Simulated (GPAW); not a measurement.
# YSi2 (P6/mmm): the Si K absorption edge, part 2 of 3

What does one-electron theory with a core hole give for the Si K edge of YSi2 (P6/mmm)?

GPAW 26.7.0; X-ray absorption from dipole matrix elements to empty bands, plane-wave PAW LDA.

So far. Step 2 (The field without a hole): The mesh shows no gap, so the system is treated as a metal and the core electron is put at the Fermi level (neutral cell). Step 3 (Spectrum without a core hole, Si atom 2): Main maxima below 24 eV (height): 0.5 eV (0.58), 2.1 eV (0.71), 6.6 eV (1.44), 10.5 eV (1.24) and 16.0 eV (0.98). A K edge sees empty p states on the absorber.

**5. Spectrum with XCH, Si atom 2**

The holes are 6.7 Å apart. In GPAW the data set carries the hole's charge, so charge=0 means a charged cell and charge=-1 a neutral one. The excited electron is kept in the cell, where it fills the lowest empty states and screens the hole. After the field has converged, empty bands are computed with the density fixed and the dipole matrix elements are summed.

Input file xas.py:

```python
import numpy as np
from ase import Atoms
from ase.parallel import parprint, paropen
from gpaw import GPAW, PW, FermiDirac, Mixer, MixerDif, setup_paths
from gpaw.test import gen
setup_paths.insert(0, '.')
gen('Si', name='fch1s', xcname='LDA', corehole=(1, 0, 1), write_xml=True)
from gpaw.mpi import world
world.barrier()

atoms = Atoms('Y6Si12',
    cell=[[5.775, -3.3341978, 0],
     [-5.775, -3.3341978, 0],
     [0, 0, -8.28]],
    scaled_positions=[[0, 0, 0],
     [0.66666667, 0.33333333, 0],
     [0, 0, 0.5],
     [0.33333333, 0.66666667, 0],
     [0.66666667, 0.33333333, 0.5],
     [0.33333333, 0.66666667, 0.5],
     [0, 0.66666667, 0.75],
     [0.66666667, 0, 0.75],
     [0, 0.66666667, 0.25],
     [0.33333333, 0.33333333, 0.75],
     [0.66666667, 0, 0.25],
     [0.33333333, 0.33333333, 0.25],
     [0.66666667, 0.66666667, 0.75],
     [0.33333333, 0, 0.75],
     [0.66666667, 0.66666667, 0.25],
     [0, 0.33333333, 0.75],
     [0.33333333, 0, 0.25],
     [0, 0.33333333, 0.25]],
    pbc=True)
atoms.calc = calc = GPAW(legacy_gpaw=True, mode=PW(430, force_complex_dtype=True), xc='LDA', setups={6: 'fch1s'},
    kpts={'size': (4, 4, 3), 'gamma': True}, occupations=FermiDirac(0.1),
    charge=-1, mixer=Mixer(0.1, 5, 50), maxiter=150,
    convergence={'density': 0.0001, 'eigenstates': 1e-6}, txt='scf.txt')
energy = atoms.get_potential_energy() + calc.get_reference_energy()
ef = calc.get_fermi_level()
out = dict(energy=energy, fermi=ef, forces=atoms.get_forces().tolist())
parprint(f'all-electron energy {energy:.4f} eV, Fermi level {ef:.4f} eV')
ev = np.array([[calc.get_eigenvalues(k, s) for k in range(len(calc.get_ibz_k_points()))] for s in range(calc.get_number_of_spins())])
out['homo'], out['lumo'], out['counts'] = ev[ev < ef].max(), ev[ev > ef].min(), sorted(set((ev < ef).sum((0, 2)).tolist()))
out['filled'] = (ev[:, 0] < ef).sum(1).tolist()

from ase.units import Ha
from gpaw.xas import dipole_matrix_elements
nb = int(calc.get_number_of_electrons() / 2) + 222
top, nb = nb, nb + 8 + nb // 12
nscf = calc.fixed_density(kpts={'size': (5, 5, 4), 'gamma': True}, nbands=nb,
    convergence={'bands': top, 'eigenstates': 5e-3}, maxiter=60, txt='nscf.txt')
cell = atoms.cell.array
ops = [cell.T @ U.T @ np.linalg.inv(cell.T) for U in nscf.wfs.kd.symmetry.op_scc]
E = np.arange(-6, 34, 0.1)
fwhm = np.interp(E, [4, 25], [0.9, 3.5])
Y, X, zero, highest = 0, 0, 1e9, 1e9
for spin in range(nscf.get_number_of_spins()):
    wfs = nscf.wfs
    mine = wfs.bd.get_slice()  # this rank's bands
    A = dipole_matrix_elements(wfs.setups[6])
    eps = np.zeros((wfs.kd.nibzkpts, nb))
    d = np.zeros((3, A.shape[1], wfs.kd.nibzkpts, nb), complex)
    for kpt in wfs.kpt_u:
        if kpt.s == spin and 6 in kpt.P_ani:
            eps[kpt.k, mine] = kpt.eps_n * Ha
            d[:, :, kpt.k, mine] = (kpt.weight * wfs.nspins / 2) ** 0.5 * np.inner(A, kpt.P_ani[6])
    world.sum(eps)
    world.sum(d)
    T = np.einsum('amkn,bmkn->abkn', d, d.conj()).real
    T = sum(np.einsum('ai,ijkn,bj->abkn', R, T, R) for R in ops) / len(ops)
    empty = eps > ef
    zero, highest = min(zero, eps[empty].min()), min(highest, eps[:, top - 1].min())
    lines = [(eps, T, empty)] if spin == 0 else lines + [(eps, T, empty)]
for eps, T, empty in lines:
    f = np.einsum('aakn->akn', T).reshape(3, -1)
    x = eps.ravel() - zero
    w = np.interp(x, E, fwhm) / 2.35482
    g = np.exp(-0.5 * ((E[:, None] - x) / w) ** 2) / (w * (2 * np.pi) ** 0.5)
    Y = Y + (f * empty.ravel()) @ g.T
    X = X + (f * ~empty.ravel()) @ g.T
out.update(E=E.round(2).tolist(), xas=Y.tolist(), xes=X.tolist(), zero=zero, valid=highest - zero, nk=len(eps), nb=nb)
for i in range(0, len(E), 10):
    parprint(f'{E[i]:7.2f}', *(f'{v:10.3e}' for v in Y[:, i]))
import json
with paropen('out.json', 'w') as f:
    json.dump(out, f)
```

On the command line:

```sh
$ OMP_NUM_THREADS=1 mpirun -n 4 gpaw python xas.py
```

Numbers of over 12 decimals in the logs are rounded to 6 here.

The log of the run:

```text
Input parameters:
  charge: -1
  convergence: {density: 0.0001,
                eigenstates: 1e-06}
  kpts: {gamma: True,
         size: (4, 4, 3)}
  maxiter: 150
  mixer: {backend: pulay,
          beta: 0.1,
          method: separate,
          nmaxold: 5,
          weight: 50}
  mode: {ecut: 430.0,
         force_complex_dtype: True,
         name: pw}
  occupations: {fixmagmom: False,
                name: fermi-dirac,
                width: 0.1}
  setups: {6: fch1s}

Initialize ...

[... PAW data sets ...]

Reference energy: -644378.285258  # eV

Spin-paired calculation

[... convergence settings ...]
Symmetries present (total): 1
  [... symmetry matrices ...]

48 k-points: 4 x 4 x 3 Monkhorst-Pack grid + [1/8,1/8,0.000000]
26 k-points in the irreducible part of the Brillouin zone
       k-points in crystal coordinates                weights
   0:     0.00000000    0.00000000    0.00000000          1/48
   1:     0.00000000    0.00000000    0.33333333          2/48
   2:     0.00000000    0.25000000   -0.33333333          2/48
   3:     0.00000000    0.25000000    0.00000000          2/48
   4:     0.00000000    0.25000000    0.33333333          2/48
   5:     0.00000000    0.50000000    0.00000000          1/48
   6:     0.00000000    0.50000000    0.33333333          2/48
   7:     0.25000000   -0.25000000   -0.33333333          2/48
   8:     0.25000000   -0.25000000    0.00000000          2/48
   9:     0.25000000   -0.25000000    0.33333333          2/48
          ...
  25:     0.50000000    0.50000000    0.33333333          2/48

Wave functions: Plane wave expansion
  Cutoff energy: 430.000 eV
  Number of coefficients (min, max): 6423, 6508
  Pulay-stress correction: 0.000000 eV/Ang^3 (de/decut=0.000000)
  Using FFTW library
  Wavefunction extrapolation:
    Improved wavefunction reuse through dual PAW basis

Occupation numbers: Fermi-Dirac:
  width: 0.1000  # eV

Eigensolver
   Davidson(niter=2)

Densities:
  Coarse grid: 32*32*40 grid
  Fine grid: 64*64*80 grid
  Total Charge: 0.000000

Density mixing:
  Method: separate
  Backend: pulay
  Linear mixing parameter: 0.1
  old densities: 5
  Width of damping distribution: 1.1
  Damping of long wavelength oscillations: 50

[... Hamiltonian set-up ...]
Number of atoms: 18
Number of atomic orbitals: 126
Number of bands in calculation: 73
Number of valence electrons: 115
Bands to converge: occupied

... initialized

Initializing position-dependent things.

Density initialized from atomic densities
Creating initial wave functions:
  73 bands from LCAO basis set

                   Y

             Y        Y
              Si       Si
        Si        Si        Si
                 SiY

             Y        Y
              Si       Si
        Si        Si        Si
                 Si

Atomic positions and initial magnetic moments

Positions:
   0 Y      0.000000    0.000000    0.000000    ( 0.0000,  0.0000,  0.0000)
   1 Y      1.925000   -3.334198    0.000000    ( 0.0000,  0.0000,  0.0000)
   2 Y      0.000000    0.000000   -4.140000    ( 0.0000,  0.0000,  0.0000)
   3 Y     -1.925000   -3.334198    0.000000    ( 0.0000,  0.0000,  0.0000)
   4 Y      1.925000   -3.334198   -4.140000    ( 0.0000,  0.0000,  0.0000)
   5 Y     -1.925000   -3.334198   -4.140000    ( 0.0000,  0.0000,  0.0000)
   6 Si    -3.850000   -2.222799   -6.210000    ( 0.0000,  0.0000,  0.0000)
[...]
15 Si    -1.925000   -1.111399   -6.210000    ( 0.0000,  0.0000,  0.0000)
  16 Si     1.925000   -1.111399   -2.070000    ( 0.0000,  0.0000,  0.0000)
  17 Si    -1.925000   -1.111399   -2.070000    ( 0.0000,  0.0000,  0.0000)

Unit cell:
           periodic     x           y           z      points  spacing
  1. axis:    yes    5.775000   -3.334198    0.000000    32     0.1805
  2. axis:    yes   -5.775000   -3.334198    0.000000    32     0.1805
  3. axis:    yes    0.000000    0.000000   -8.280000    40     0.2070

  Lengths:   6.668396   6.668396   8.280000
  Angles:   90.000000  90.000000 120.000000

Effective grid spacing dv^(1/3) = 0.1982

iter:   1  -131.838863
iter:   2  -124.919784   -0.66  -1.00
iter:   3  -123.643855   -1.19  -1.20
iter:   4  -123.146472   -1.27  -1.29
iter:   5  -123.156967   -1.44  -1.45
iter:   6  -123.097682   -1.95  -1.54
iter:   7  -123.227853   -2.06  -1.96
iter:   8  -123.089924   -2.48  -1.97
iter:   9  -123.089229   -3.52  -2.74
iter:  10  -123.087814c  -4.22  -2.79
iter:  11  -123.087609c  -4.41  -3.06
iter:  12  -123.087469c  -5.32  -3.28
iter:  13  -123.087231c  -5.23  -3.40
iter:  14  -123.087255c  -6.22c -3.64
iter:  15  -123.087241c  -6.73c -3.73
iter:  16  -123.087243c  -6.02c -3.81
iter:  17  -123.087250c  -7.34c -4.12c

Converged after 17 iterations.

Dipole moment: (-0.095196, -0.054961, -0.032028) |e|*Ang

Energy contributions relative to reference atoms: (reference = -644378.285258)

Kinetic:       +160.292722
Potential:     -121.571939
External:        +0.000000
XC:            -160.146158
Entropy (-ST):   -0.248093
Local:           -1.537829
SIC:             +0.000000
--------------------------
Free energy:   -123.211297
Extrapolated:  -123.087250

Showing only first 2 kpts
 Kpt  Band  Eigenvalues  Occupancy
  0    55      8.93273    1.96836
  0    56      9.94113    0.00518
  0    57      9.94113    0.00518
  0    58     10.03435    0.00204

  1    55      9.03636    1.91332
  1    56      9.50517    0.33770
  1    57      9.50517    0.33770
[...]
Fermi level: 9.34579

No gap
No difference between direct/indirect transitions

Forces in eV/Ang:
  0 Y     0.00431    0.00249    0.14372
  1 Y     0.00000   -0.00498    0.14373
  2 Y     0.00431    0.00249   -0.14372
  3 Y    -0.00431    0.00249    0.14373
  4 Y     0.00000   -0.00498   -0.14373
  5 Y    -0.00431    0.00249   -0.14373
  6 Si   -0.00000   -0.00000    0.00000
[...]
15 Si   -0.02777   -0.01604   -0.00000
 16 Si    0.00000   -0.07708    0.00000
 17 Si    0.06677    0.03855    0.00000
Scalar-relativistic atomic LDA calculation for Si (Silicon, Z=14)
Core hole in 1s state (1s occupation: 1.0)
450 radial gridpoints.
|------------------------------------------------|
|------------------------------------------------|
[... the atom generator's iteration count ...]

Energy contributions:
-------------------------
Kinetic:     +220.780583
XC:           -16.024777
Potential:   -425.439960
-------------------------
Total:       -220.684154

state      eigenvalue         ekin         rmax
-----------------------------------------------
1s^1.0 :   -70.908741    95.421565        0.072
2s^2.0 :    -6.456485    14.802915        0.434
2p^6.0 :    -4.992185    14.606350        0.356
3s^2.0 :    -0.832237     2.282916        1.576
3p^2.0 :    -0.531202     1.774628        1.742
-----------------------------------------------
(units: Bohr and Hartree)

Generating PAW setup
Kinetic energy of the core from tauc = 213.098295270902
Cutoffs:
rc(s)=2.000
rc(p)=2.000
rc(d)=2.000
rc(vbar)=1.800
rc(comp)=2.000
rc(nct)=2.000

Kinetic energy of the core states: 212.665494
Charge: 1.0
Core electrons: 9.0
Valence electrons: 4.0
Pseudo-core charge: 0.076274
Shape function alpha=2.500
Pseudo-electron charge 4.459138
state    eigenvalue         norm
--------------------------------
3s(2) :    -0.832237     1.189334
*s    :     0.167763
3p(2) :    -0.531202     1.002098
*p    :     0.468798
*d    :     0.000000
--------------------------------

Diagonalizing with gridspacing h=0.050

state   all-electron     PAW
-------------------------------
3s:      -0.832237    -0.832487
3p:      -0.531202    -0.531501
*d:                   -0.147046
*f:                   -0.019078
-------------------------------
all-electron energy -644501.3725 eV, Fermi level 9.3458 eV
[...]
31.00  2.989e-06  2.989e-06  3.596e-06
  32.00  2.860e-06  2.861e-06  3.443e-06
  33.00  2.711e-06  2.713e-06  3.495e-06
```

Elapsed: 12 min, on 4 MPI ranks of Arm Neoverse V1, shared host; peak memory 1.1 GiB.

The Si K spectrum, Si atom 2, excited-electron core hole (neutral cell) (energy from the lowest empty level; intensity scaled to a mean of 1 over the first 20 eV; polarised curves are means over the symmetry-equivalent atoms):

```tsv
E (eV)	isotropic	ε ⊥ c	ε ∥ c
-2.00	0.00	0.00	0.00
-1.25	0.00	0.00	0.00
-0.50	0.08	0.08	0.06
0.25	0.60	0.69	0.42
1.00	0.76	0.90	0.48
1.75	0.89	1.00	0.67
2.50	1.06	1.24	0.70
3.25	1.18	1.23	1.09
4.00	1.44	1.18	1.96
4.75	1.46	1.03	2.33
5.50	1.42	1.20	1.85
6.25	1.39	1.43	1.31
7.00	1.36	1.32	1.45
7.75	1.11	1.04	1.25
8.50	1.00	0.92	1.15
9.25	1.00	1.00	1.01
10.00	1.09	1.18	0.92
10.75	1.14	1.36	0.71
11.50	1.04	1.30	0.52
12.25	0.89	1.09	0.50
13.00	0.83	0.95	0.60
13.75	0.82	0.89	0.69
14.50	0.82	0.88	0.71
15.25	0.82	0.89	0.69
16.00	0.82	0.88	0.68
16.75	0.80	0.85	0.69
17.50	0.78	0.80	0.73
18.25	0.77	0.76	0.78
19.00	0.76	0.73	0.82
19.75	0.78	0.73	0.86
20.50	0.82	0.77	0.92
21.25	0.91	0.86	1.01
22.00	1.02	0.99	1.08
22.75	1.13	1.16	1.07
23.50	1.21	1.31	1.01
24.25	1.22	1.37	0.91
25.00	1.17	1.34	0.83
25.75	1.08	1.23	0.78
26.50	0.98	1.09	0.77
27.25	0.89	0.95	0.78
28.00	0.81	0.82	0.79
28.75	0.75	0.73	0.79
29.50	0.68	0.65	0.76
30.25	0.64	0.59	0.72
```

Main maxima below 24 eV (height): 5.0 eV (1.47), 6.6 eV (1.41) and 10.6 eV (1.15). 

The total-energy difference is 1843.29 eV. One term is added: -14.86 eV, since the hole is spin-paired here and a spin-polarised one costs that much less in the free atom (computed apart). The photon energy is then 1828.43 eV. The tabulated edge of the element is 1839 eV. The functional leaves an error in such absolute values: in the free atom LDA prices this hole 7.8 eV below PBE (computed apart), and PBE is itself good to a few eV.

**6. Reference energy of the supercell**

The cell and mesh change for the next run, so it gets a reference energy of its own.

Input file scf.py:

```python
import numpy as np
from ase import Atoms
from ase.parallel import parprint, paropen
from gpaw import GPAW, PW, FermiDirac, Mixer, MixerDif, setup_paths
from gpaw.test import gen
setup_paths.insert(0, '.')
gen('Si', name='nch1s', xcname='LDA', corehole=(1, 0, 0), write_xml=True)
from gpaw.mpi import world
world.barrier()

atoms = Atoms('Y3Si6',
    cell=[[-3.85, 0, -4.14],
     [1.925, 3.3341978, -4.14],
     [1.925, -3.3341978, -4.14]],
    scaled_positions=[[0, 0, 0],
     [0.33333333, 0.33333333, 0.33333333],
     [0.66666667, 0.66666667, 0.66666667],
     [0.5, 0.16666667, 0.83333333],
     [0.83333333, 0.5, 0.16666667],
     [0.16666667, 0.83333333, 0.5],
     [0.83333333, 0.16666667, 0.5],
     [0.16666667, 0.5, 0.83333333],
     [0.5, 0.83333333, 0.16666667]],
    pbc=True)
atoms.calc = calc = GPAW(legacy_gpaw=True, mode=PW(430, force_complex_dtype=True), xc='LDA', setups={3: 'nch1s'},
    kpts={'size': (4, 4, 4), 'gamma': True}, occupations=FermiDirac(0.1),
    charge=0, mixer=Mixer(0.1, 5, 50), maxiter=150,
    convergence={'density': 0.0001, 'eigenstates': 1e-6}, txt='scf.txt')
energy = atoms.get_potential_energy() + calc.get_reference_energy()
ef = calc.get_fermi_level()
out = dict(energy=energy, fermi=ef, forces=atoms.get_forces().tolist())
parprint(f'all-electron energy {energy:.4f} eV, Fermi level {ef:.4f} eV')
ev = np.array([[calc.get_eigenvalues(k, s) for k in range(len(calc.get_ibz_k_points()))] for s in range(calc.get_number_of_spins())])
out['homo'], out['lumo'], out['counts'] = ev[ev < ef].max(), ev[ev > ef].min(), sorted(set((ev < ef).sum((0, 2)).tolist()))
out['filled'] = (ev[:, 0] < ef).sum(1).tolist()
import json
with paropen('out.json', 'w') as f:
    json.dump(out, f)
```

On the command line:

```sh
$ OMP_NUM_THREADS=1 mpirun -n 4 gpaw python scf.py
```

The log of the run:

```text
Input parameters:
  convergence: {density: 0.0001,
                eigenstates: 1e-06}
  kpts: {gamma: True,
         size: (4, 4, 4)}
  maxiter: 150
  mixer: {backend: pulay,
          beta: 0.1,
          method: separate,
          nmaxold: 5,
          weight: 50}
  mode: {ecut: 430.0,
         force_complex_dtype: True,
         name: pw}
  occupations: {fixmagmom: False,
                name: fermi-dirac,
[...]
3s(2) :    -0.399754     1.114161
*s    :     0.600246
3p(2) :    -0.152955     1.005401
*p    :     0.847045
*d    :     0.000000
--------------------------------

Diagonalizing with gridspacing h=0.050

state   all-electron     PAW
-------------------------------
3s:      -0.399754    -0.399911
3p:      -0.152955    -0.153089
*d:                    0.032715
*f:                    0.069217
-------------------------------
all-electron energy -323172.2603 eV, Fermi level 9.2987 eV
[key lines of the parts left out:]
Converged after 12 iterations.
Dipole moment: (0.000000, -0.000000, 0.000000) |e|*Ang
Free energy:    -56.408477
Fermi level: 9.29865
```

It took 19 s on 4 MPI ranks; peak memory 0.24 GiB.

Reference energy: -323172.260 eV with the cores included.

(Part 2 of 3 ends here.)

[Banner, clock and machine lines of the logs are left out without a mark of their own.]

[Logs are printed without paths, hosts, clocks, repeated set-up lines and the standing remarks that a program may print on its own settings, such as how far it seeks lower states.]

[Hosts, paths, dates, database ids (printed as entryN), source tags and the programs' standing remarks are cut or masked in the printed files.]

[Lists of maxima count a maximum above −3 eV only where it reaches 4 % of the highest in the window and stands out from its surroundings by 2 % of it (1.5 % where it reaches 55 %); shoulders and weaker maxima are passed over, and of the rest the first, up to two pre-edge ones and the few strongest are named.]
